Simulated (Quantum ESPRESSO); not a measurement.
# Collinear magnetic orders of NiCl2 with Quantum ESPRESSO

Wanted: the moments of NiCl2 and the energy of each order that was tried.

Main program and level: Quantum ESPRESSO 7.5; LDA; plane waves with GBRV 1.5 LDA potentials, no spin-orbit coupling.

The database entry behind the starting cell differs from later determinations by our own check (an axis about 1.8 % long against later determinations), so it need not match the best structure at ambient conditions.

### 1. Starting point

It takes space group R-3m (No. 166, trigonal). The conventional cell has a = 3.543 Å, b = 3.543 Å, c = 17.335 Å, α = 90.00°, β = 90.00°, γ = 120.00°. Nearest to Ni lie 6 Cl at 2.50 Å. Cl has 3 Ni at 2.50 Å nearest. Farther neighbours and most contacts between anions are not listed.

Coordinates:

```cif
data_structure
_symmetry_space_group_name_H-M 'R-3m:H'
_symmetry_Int_Tables_number 166
_cell_length_a 3.5430
_cell_length_b 3.5430
_cell_length_c 17.3350
_cell_angle_alpha 90.000
_cell_angle_beta 90.000
_cell_angle_gamma 120.000
_cell_volume 188.45
loop_
_atom_site_label
_atom_site_type_symbol
_atom_site_symmetry_multiplicity
_atom_site_Wyckoff_symbol
_atom_site_fract_x
_atom_site_fract_y
_atom_site_fract_z
_atom_site_occupancy
Ni1 Ni 3 a 0.00000 0.00000 0.00000 1
Cl1 Cl 6 c 0.33333 0.66667 0.91667 1
```

The cell comes from the Crystallography Open Database.

### 2. Run 1, typed as ferro +

The signs are those of the starting moments on the seeded atoms, the atoms that are given a moment.

File pw.in:

```
&CONTROL
  calculation = 'scf'
  prefix = 'pwscf'
  outdir = './tmp'
  pseudo_dir = './pseudo'
  disk_io = 'nowf'
/
&SYSTEM
  ibrav = 0
  nat = 3
  ntyp = 2
  ecutwfc = 40
  ecutrho = 280
  nbnd = 25
  occupations = 'smearing'
  smearing = 'fd'
  degauss = 0.00367493
  nspin = 2
  starting_magnetization(1) = 0.1111
  starting_magnetization(2) = 0
/
&ELECTRONS
  conv_thr = 6d-09
  electron_maxstep = 150
  mixing_beta = 0.3
/
ATOMIC_SPECIES
Ni     58.6934 ni_lda_v1.4.uspp.F.UPF
Cl     35.4500 cl_lda_v1.4.uspp.F.UPF
CELL_PARAMETERS angstrom
   1.7715000000    1.0227760019    5.7783333333
  -1.7715000000    1.0227760019    5.7783333333
   0.0000000000   -2.0455520037    5.7783333333
ATOMIC_POSITIONS crystal
Ni      0.0000000000    0.0000000000    0.0000000000
Cl      0.2500000000    0.2500000000    0.2500000000
Cl      0.7500000000    0.7500000000    0.7500000000
K_POINTS automatic
6 6 6 0 0 0
```

The run is started by

```sh
$ OMP_NUM_THREADS=1 mpirun -n 4 pw.x -nk 4 -in pw.in > pw.out
```

What it wrote:

```text
Program PWSCF v.7.5 starts

     Message from routine setup:
     using ibrav=0 with symmetry is DISCOURAGED, use correct ibrav instead

     K-points division:     npool     =       4
     Subspace diagonalization in iterative solution of the eigenvalue problem:

     G-vector sticks info
     --------------------
     sticks:   dense  smooth     PW     G-vecs:    dense   smooth      PW
     Sum        1643     949    311                33593    14563    2743

     Using Slab Decomposition

     bravais-lattice index     =            0
     lattice parameter (alat)  =      11.5835  a.u.
     unit-cell volume          =     423.9085 (a.u.)^3
     number of atoms/cell      =            3
     number of atomic types    =            2
     number of electrons       =        32.00
     number of Kohn-Sham states=           25
     kinetic-energy cutoff     =      40.0000  Ry
     charge density cutoff     =     280.0000  Ry
     scf convergence threshold =      6.0E-09
     mixing beta               =       0.3000
     number of iterations used =            8  plain     mixing
     Exchange-correlation=  SLA  PZ   NOGX NOGC
                           (   1   1   0   0   0   0   0)

     celldm(1)=  11.583485  celldm(2)=   0.000000  celldm(3)=   0.000000
     celldm(4)=   0.000000  celldm(5)=   0.000000  celldm(6)=   0.000000

     crystal axes: (cart. coord. in units of alat)
               a(1) = (   0.289002   0.166855   0.942676 )
               a(2) = (  -0.289002   0.166855   0.942676 )
               a(3) = (   0.000000  -0.333711   0.942676 )

     reciprocal axes: (cart. coord. in units 2 pi/alat)
               b(1) = (  1.730092  0.998869  0.353603 )
               b(2) = ( -1.730092  0.998869  0.353603 )
               b(3) = (  0.000000 -1.997738  0.353603 )

     PseudoPot. # 1 for Ni read from file:
     ni_lda_v1.4.uspp.F.UPF
     Pseudo is Ultrasoft + core correction, Zval = 18.0
     Generated by new atomic code, or converted to UPF format
     Using radial grid of  865 points,  6 beta functions with:
                l(1) =   0
                l(2) =   0
                l(3) =   1
                l(4) =   1
                l(5) =   2
                l(6) =   2
     Q(r) pseudized with 10 coefficients,  rinner =    0.980   0.980   0.980
                                                       0.980   0.980

     PseudoPot. # 2 for Cl read from file:
     cl_lda_v1.4.uspp.F.UPF
     Pseudo is Ultrasoft + core correction, Zval =  7.0
     Generated by new atomic code, or converted to UPF format
     Using radial grid of  909 points,  6 beta functions with:
                l(1) =   0
                l(2) =   0
                l(3) =   1
                l(4) =   1
                l(5) =   2
                l(6) =   2
     Q(r) pseudized with  8 coefficients,  rinner =    1.300   1.300   1.300
                                                       1.300   1.300

     atomic species   valence    mass     pseudopotential
     Ni               18.00    58.69340     Ni( 1.00)
     Cl                7.00    35.45000     Cl( 1.00)

     Starting magnetic structure
     atomic species   magnetization
     Ni              0.111
     Cl              0.000

     12 Sym. Ops., with inversion, found

   Cartesian axes

     site n.     atom                  positions (alat units)
         1        Ni     tau(   1) = (   0.0000000   0.0000000   0.0000000  )
         2        Cl     tau(   2) = (   0.0000000   0.0000000   0.7070066  )
         3        Cl     tau(   3) = (   0.0000000   0.0000000   2.1210199  )

     number of k points=    32  Fermi-Dirac smearing, width (Ry)=  0.0037
                       cart. coord. in units 2pi/alat
        k(    1) = (   0.0000000   0.0000000   0.0000000), wk =   0.0046296
        k(    2) = (   0.0000000  -0.3329564   0.0589339), wk =   0.0277778
        k(    3) = (   0.0000000  -0.6659127   0.1178678), wk =   0.0277778
        k(    4) = (   0.0000000   0.9988691  -0.1768017), wk =   0.0138889
        k(    5) = (  -0.2883487  -0.1664782   0.1178678), wk =   0.0277778
        [... 27 further k-points ...]

     Dense  grid:    33593 G-vectors     FFT dimensions: (  64,  64,  64)

     Smooth grid:    14563 G-vectors     FFT dimensions: (  48,  48,  48)

     Check: negative core charge=   -0.000006
     Generating pointlists ...
     new r_m :   0.1685 (alat units)  1.9521 (a.u.) for type    1
     new r_m :   0.1685 (alat units)  1.9521 (a.u.) for type    2

     Initial potential from superposition of free atoms

     starting charge      30.0000, renormalised to      32.0000

     negative rho (up, down):  1.559E-02 1.559E-02
     Starting wfcs are   21 randomized atomic wfcs +    4 random wfcs

     Self-consistent Calculation

     iteration #  1     ecut=    40.00 Ry     beta= 0.30
     Davidson diagonalization with overlap
     ethr =  1.00E-02,  avg # of iterations =  5.9

     negative rho (up, down):  1.503E-02 1.506E-02

     total energy              =    -395.73437850 Ry
     estimated scf accuracy    <      36.91389200 Ry

     total magnetization       =     0.76 Bohr mag/cell
     absolute magnetization    =     0.80 Bohr mag/cell

     iteration #  2     ecut=    40.00 Ry     beta= 0.30
     Davidson diagonalization with overlap
     ethr =  1.00E-02,  avg # of iterations =  3.0

     negative rho (up, down):  1.428E-02 1.430E-02

     total energy              =    -409.36512026 Ry
     estimated scf accuracy    <      25.52043641 Ry

     total magnetization       =     0.11 Bohr mag/cell
     absolute magnetization    =     0.12 Bohr mag/cell

     iteration #  3     ecut=    40.00 Ry     beta= 0.30
     Davidson diagonalization with overlap
     ethr =  1.00E-02,  avg # of iterations =  2.0

     negative rho (up, down):  1.410E-02 1.410E-02

     total energy              =    -409.04256625 Ry
     estimated scf accuracy    <       5.72714643 Ry

     total magnetization       =     0.14 Bohr mag/cell
     absolute magnetization    =     0.18 Bohr mag/cell

     [... further iterations left out ...]

     iteration # 13     ecut=    40.00 Ry     beta= 0.30
     Davidson diagonalization with overlap
     ethr =  2.13E-09,  avg # of iterations =  2.0

     negative rho (up, down):  1.442E-02 1.363E-02

     total energy              =    -409.85485429 Ry
     estimated scf accuracy    <       0.00000021 Ry

     total magnetization       =     2.00 Bohr mag/cell
     absolute magnetization    =     2.06 Bohr mag/cell

     iteration # 14     ecut=    40.00 Ry     beta= 0.30
     Davidson diagonalization with overlap
     ethr =  6.63E-10,  avg # of iterations =  1.8

     negative rho (up, down):  1.442E-02 1.363E-02

     total energy              =    -409.85485436 Ry
     estimated scf accuracy    <       0.00000001 Ry

     total magnetization       =     2.00 Bohr mag/cell
     absolute magnetization    =     2.06 Bohr mag/cell

     iteration # 15     ecut=    40.00 Ry     beta= 0.30
     Davidson diagonalization with overlap
     ethr =  4.46E-11,  avg # of iterations =  3.2

     negative rho (up, down):  1.442E-02 1.363E-02

     total energy              =    -409.85485437 Ry
     estimated scf accuracy    <       0.00000003 Ry

     total magnetization       =     2.00 Bohr mag/cell
     absolute magnetization    =     2.06 Bohr mag/cell

     iteration # 16     ecut=    40.00 Ry     beta= 0.30
     Davidson diagonalization with overlap
     ethr =  4.46E-11,  avg # of iterations =  1.5

     negative rho (up, down):  1.442E-02 1.363E-02

     Magnetic moment per site  (integrated on atomic sphere of radius R)
     atom   1 (R=0.169)  charge= 16.3808  magn=  1.4502
     atom   2 (R=0.169)  charge=  5.4072  magn=  0.2343
     atom   3 (R=0.169)  charge=  5.4072  magn=  0.2343

     End of self-consistent calculation

     [... lines left out ...]
     the Fermi energy is     4.7964 ev

!    total energy              =    -409.85485439 Ry
     estimated scf accuracy    <          3.1E-10 Ry
     smearing contrib. (-TS)   =      -0.00001450 Ry
     internal energy E=F+TS    =    -409.85483989 Ry

     The total energy is F=E-TS. E is the sum of the following terms:
     one-electron contribution =    -362.60845608 Ry
     hartree contribution      =     191.33540913 Ry
     xc contribution           =     -53.62895395 Ry
     ewald contribution        =    -184.95283900 Ry

     total magnetization       =     2.00 Bohr mag/cell
     absolute magnetization    =     2.06 Bohr mag/cell

     convergence has been achieved in  16 iterations

=------------------------------------------------------------------------------=
   JOB DONE.
=------------------------------------------------------------------------------=
```

Elapsed: 46 s, on 4 MPI ranks of Arm Neoverse V1, shared host; peak memory 0.46 GiB.

Spin moment in the atom's sphere by atom:

| atom | spin moment in the atom's sphere (μB) |
| --- | --- |
| Ni1 | 1.45 |
| Cl2 | 0.23 |
| Cl3 | 0.23 |

Numbers from this step:

```yaml
smearing_term_ts: 1.97e-4 eV
magnetization: 2 μB
absolute_magnetization: 2.058 μB
final_state: ferromagnetic
```

### 3. Start 2: antiferro q=(0,0,1/2) +−

This order needs a doubled cell of 6 atoms. The wavevector q is in fractions of the reciprocal vectors of the crystal's primitive cell, as the cells of these inputs are built from it; moments change sign between cells as cos(2π q·R).

File pw.in:

```
&CONTROL
  calculation = 'scf'
  prefix = 'pwscf'
  outdir = './tmp'
  pseudo_dir = './pseudo'
  disk_io = 'nowf'
/
&SYSTEM
  ibrav = 0
  nat = 6
  ntyp = 3
  ecutwfc = 40
  ecutrho = 280
  nbnd = 43
  occupations = 'smearing'
  smearing = 'fd'
  degauss = 0.00367493
  nspin = 2
  starting_magnetization(1) = 0.1111
  starting_magnetization(2) = -0.1111
  starting_magnetization(3) = 0
/
&ELECTRONS
  conv_thr = 1.2d-08
  electron_maxstep = 150
  mixing_beta = 0.3
/
ATOMIC_SPECIES
Ni1    58.6934 ni_lda_v1.4.uspp.F.UPF
Ni2    58.6934 ni_lda_v1.4.uspp.F.UPF
Cl     35.4500 cl_lda_v1.4.uspp.F.UPF
CELL_PARAMETERS angstrom
   1.7715000000    1.0227760019    5.7783333333
  -1.7715000000    1.0227760019    5.7783333333
   0.0000000000   -4.0911040074   11.5566666666
ATOMIC_POSITIONS crystal
Ni1     0.0000000000    0.0000000000    0.0000000000
Ni2     0.0000000000    0.0000000000    0.5000000000
Cl      0.2500000000    0.2500000000    0.1250000000
Cl      0.2500000000    0.2500000000    0.6250000000
Cl      0.7500000000    0.7500000000    0.3750000000
Cl      0.7500000000    0.7500000000    0.8750000000
K_POINTS automatic
6 6 3 0 0 0
```

What it wrote:

```text
[banner, memory and clock lines left out]
Program PWSCF v.7.5 starts

     Message from routine setup:
     using ibrav=0 with symmetry is DISCOURAGED, use correct ibrav instead

     bravais-lattice index     =            0
     lattice parameter (alat)  =      11.5835  a.u.
     unit-cell volume          =     847.8170 (a.u.)^3
     number of atoms/cell      =            6
     number of atomic types    =            3
     number of electrons       =        64.00
     number of Kohn-Sham states=           43
     kinetic-energy cutoff     =      40.0000  Ry
     charge density cutoff     =     280.0000  Ry
     scf convergence threshold =      1.2E-08
     mixing beta               =       0.3000
     number of iterations used =            8  plain     mixing
     Exchange-correlation=  SLA  PZ   NOGX NOGC
                           (   1   1   0   0   0   0   0)

     celldm(1)=  11.583485  celldm(2)=   0.000000  celldm(3)=   0.000000
     celldm(4)=   0.000000  celldm(5)=   0.000000  celldm(6)=   0.000000

     crystal axes: (cart. coord. in units of alat)
               a(1) = (   0.289002   0.166855   0.942676 )
               a(2) = (  -0.289002   0.166855   0.942676 )
               a(3) = (   0.000000  -0.667421   1.885351 )

     reciprocal axes: (cart. coord. in units 2 pi/alat)
               b(1) = (  1.730092  0.998869  0.353603 )
               b(2) = ( -1.730092  0.998869  0.353603 )
               b(3) = (  0.000000 -0.998869  0.176802 )

     PseudoPot. # 1 for Ni read from file:
     ni_lda_v1.4.uspp.F.UPF
     Pseudo is Ultrasoft + core correction, Zval = 18.0

     PseudoPot. # 2 for Ni read from file:
     ni_lda_v1.4.uspp.F.UPF
     Pseudo is Ultrasoft + core correction, Zval = 18.0

     PseudoPot. # 3 for Cl read from file:
     cl_lda_v1.4.uspp.F.UPF
     Pseudo is Ultrasoft + core correction, Zval =  7.0

     atomic species   valence    mass     pseudopotential
     Ni1              18.00    58.69340     Ni( 1.00)
     Ni2              18.00    58.69340     Ni( 1.00)
     Cl                7.00    35.45000     Cl( 1.00)

     Starting magnetic structure
     atomic species   magnetization
     Ni1             0.111
     Ni2            -0.111
     Cl              0.000

      4 Sym. Ops., with inversion, found

   Cartesian axes

     site n.     atom                  positions (alat units)
         1        Ni1    tau(   1) = (   0.0000000   0.0000000   0.0000000  )
         2        Ni2    tau(   2) = (   0.0000000  -0.3337107   0.9426755  )
         3        Cl     tau(   3) = (   0.0000000   0.0000000   0.7070066  )
         4        Cl     tau(   4) = (   0.0000000  -0.3337107   1.6496822  )
         5        Cl     tau(   5) = (   0.0000000   0.0000000   2.1210199  )
         6        Cl     tau(   6) = (   0.0000000  -0.3337107   3.0636955  )

     number of k points=    34  Fermi-Dirac smearing, width (Ry)=  0.0037
                       cart. coord. in units 2pi/alat
        k(    1) = (   0.0000000   0.0000000   0.0000000), wk =   0.0092593
        k(    2) = (   0.0000000  -0.3329564   0.0589339), wk =   0.0185185
        k(    3) = (  -0.2883487   0.1664782   0.0589339), wk =   0.0370370
        k(    4) = (  -0.2883487  -0.1664782   0.1178678), wk =   0.0370370
        k(    5) = (  -0.2883487   0.4994346  -0.0000000), wk =   0.0370370
        [... 29 further k-points ...]

     Dense  grid:    67141 G-vectors     FFT dimensions: (  64,  64, 125)

     Smooth grid:    29049 G-vectors     FFT dimensions: (  48,  48,  96)

     Check: negative core charge=   -0.000006
     Generating pointlists ...
     new r_m :   0.1685 (alat units)  1.9521 (a.u.) for type    1
     new r_m :   0.1685 (alat units)  1.9521 (a.u.) for type    2
     new r_m :   0.1685 (alat units)  1.9521 (a.u.) for type    3

     Initial potential from superposition of free atoms

     starting charge      60.0000, renormalised to      64.0000

     negative rho (up, down):  3.178E-02 3.178E-02
     Starting wfcs are   42 randomized atomic wfcs +    1 random wfcs

     Self-consistent Calculation

     iteration #  1     ecut=    40.00 Ry     beta= 0.30
     Davidson diagonalization with overlap
     ethr =  1.00E-02,  avg # of iterations =  6.9

     negative rho (up, down):  3.071E-02 3.072E-02

     total energy              =    -791.57314966 Ry
     estimated scf accuracy    <      73.57561276 Ry

     total magnetization       =     0.01 Bohr mag/cell
     absolute magnetization    =     1.89 Bohr mag/cell

     iteration #  2     ecut=    40.00 Ry     beta= 0.30
     Davidson diagonalization with overlap
     ethr =  1.00E-02,  avg # of iterations =  3.0

     negative rho (up, down):  2.920E-02 2.920E-02

     total energy              =    -818.72116741 Ry
     estimated scf accuracy    <      50.84247568 Ry

     total magnetization       =     0.00 Bohr mag/cell
     absolute magnetization    =     0.22 Bohr mag/cell

     [... further iterations left out ...]

     iteration # 14     ecut=    40.00 Ry     beta= 0.30
     Davidson diagonalization with overlap
     ethr =  1.35E-08,  avg # of iterations =  2.0

     negative rho (up, down):  2.849E-02 2.850E-02

     total energy              =    -819.70595586 Ry
     estimated scf accuracy    <       0.00000155 Ry

     total magnetization       =    -0.00 Bohr mag/cell
     absolute magnetization    =     3.60 Bohr mag/cell

     iteration # 15     ecut=    40.00 Ry     beta= 0.30
     Davidson diagonalization with overlap
     ethr =  2.43E-09,  avg # of iterations =  2.0

     negative rho (up, down):  2.850E-02 2.850E-02

     Magnetic moment per site  (integrated on atomic sphere of radius R)
     atom   1 (R=0.169)  charge= 16.3795  magn=  1.4375
     atom   2 (R=0.169)  charge= 16.3792  magn= -1.4375
     atom   3 (R=0.169)  charge=  5.4067  magn=  0.0768
     atom   4 (R=0.169)  charge=  5.4070  magn= -0.0768
     atom   5 (R=0.169)  charge=  5.4070  magn= -0.0768
     atom   6 (R=0.169)  charge=  5.4067  magn=  0.0768

     End of self-consistent calculation

     [... lines left out ...]
     the Fermi energy is     4.8349 ev

!    total energy              =    -819.70595616 Ry
     estimated scf accuracy    <       0.00000001 Ry
     smearing contrib. (-TS)   =      -0.00003963 Ry
     internal energy E=F+TS    =    -819.70591653 Ry

     The total energy is F=E-TS. E is the sum of the following terms:
     one-electron contribution =    -725.16581590 Ry
     hartree contribution      =     382.61628157 Ry
     xc contribution           =    -107.25070420 Ry
     ewald contribution        =    -369.90567799 Ry

     total magnetization       =     0.00 Bohr mag/cell
     absolute magnetization    =     3.60 Bohr mag/cell

     convergence has been achieved in  15 iterations
```

The job ended after 2.9 min (4 MPI ranks; peak memory 0.73 GiB; 12 min of CPU time).

Spin moment in the atom's sphere by atom:

| atom | spin moment in the atom's sphere (μB) |
| --- | --- |
| Ni1 | 1.44 |
| Ni2 | -1.44 |
| Cl3 | 0.08 |
| Cl4 | -0.08 |
| Cl5 | -0.08 |
| Cl6 | 0.08 |

Numbers from this step:

| Property | Result |
| --- | --- |
| smearing term TS | 5.39e-4 eV |
| magnetization | 0 μB |
| absolute magnetization | 3.598 μB |
| final state | antiferromagnetic |

(Part 1 of 2 ends here.)

[Logs and program files are shortened in this print: banners, set-up blocks, solver, clock and traceback lines can be left out without a mark of their own.]

[Logs are printed without paths, hosts, clocks, repeated set-up lines and the standing remarks that a program may print on its own settings, such as how far it seeks lower states.]

[Hosts, paths, dates, database ids (printed as entryN), source tags and the programs' standing remarks are cut or masked in the printed files.]

[Where a cell is said to come from a database of computed structures, the database is the Materials Project.]
